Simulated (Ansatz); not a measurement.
## BaTiO3 (P4/mmm): refractive index against wavelength

The refractive index of BaTiO3 (P4/mmm) along x below the direct gap (1.91 eV on the mesh) is read from one computed spectrum, n = √(Re ε). x, y and z are the Cartesian axes of the input cell.

Cell: a, b, c = 4.000, 4.000, 4.018 Å (primitive vectors), 5 atoms.

Method: Ansatz 0.2.0, PBE, independent particles, k-mesh 8×8×8 with interpolation inside its cells, Gaussian parameter 0.2 eV.

Launch of the response step: `ansatz run input.yaml --threads 4 --pin off --max-ram 8192MiB --backend cpu --events-out ev --progress --plain --runs-dir out`. The run took 22 s, on 4 threads of Arm Neoverse V2, on a shared host.

```
wavelength (nm)  photon energy E (eV)       n
           3000                 0.413  2.6260
           2000                 0.620  2.6382
           1550                 0.800  2.6535
           1310                 0.946  2.6697
           1064                 1.165       ?
```

In the single-oscillator model n² − 1 = E₀E_d/(E₀² − E²), so 1/(n² − 1) = E₀/E_d − E²/(E₀E_d) is linear in E².

Working, on the rows shown:

| x = E² (eV²) | y = 1/(n² − 1) |
| --- | --- |
| 0.170801 | 0.16961 |
| 0.384302 | 0.167782 |
| 0.639837 | 0.165534 |
| 0.895757 | 0.163204 |

Means: x̄ = 0.52267, ȳ = 0.16653. Σ(x − x̄)(y − ȳ) = -0.002615, Σ(x − x̄)² = 0.2959. Slope = -0.002615 / 0.2959 = -0.008837; intercept = ȳ − slope · x̄ = 0.17115. Turned back into n, the line misses the rows shown by at most 0.00025.

**Question.** What does the fit predict for the withheld row, and how well does it do?

**Answer.** At x = 1.3578 the line gives y = 0.15915, that is 2.6988. The run gave 2.7015, so the extrapolation is off by 0.0027, 4 % of the range in the table.

Refitted with all rows, the slope is -0.00913 and the intercept 0.17128. These give E₀ = √(intercept/−slope) = 4.33 eV and E_d = E₀/intercept = 25.3 eV; E₀ is 2.3 times the direct gap. The electronic limit at long wavelengths, without lattice vibrations, is n = √(1 + 1/intercept) = 2.615. Excitons are left out and so are local fields; PBE gaps are as a rule too small. Spin-orbit coupling is left out.

[Logs are printed without paths, hosts, clocks, repeated set-up lines and the standing remarks that a program may print on its own settings, such as how far it seeks lower states.]
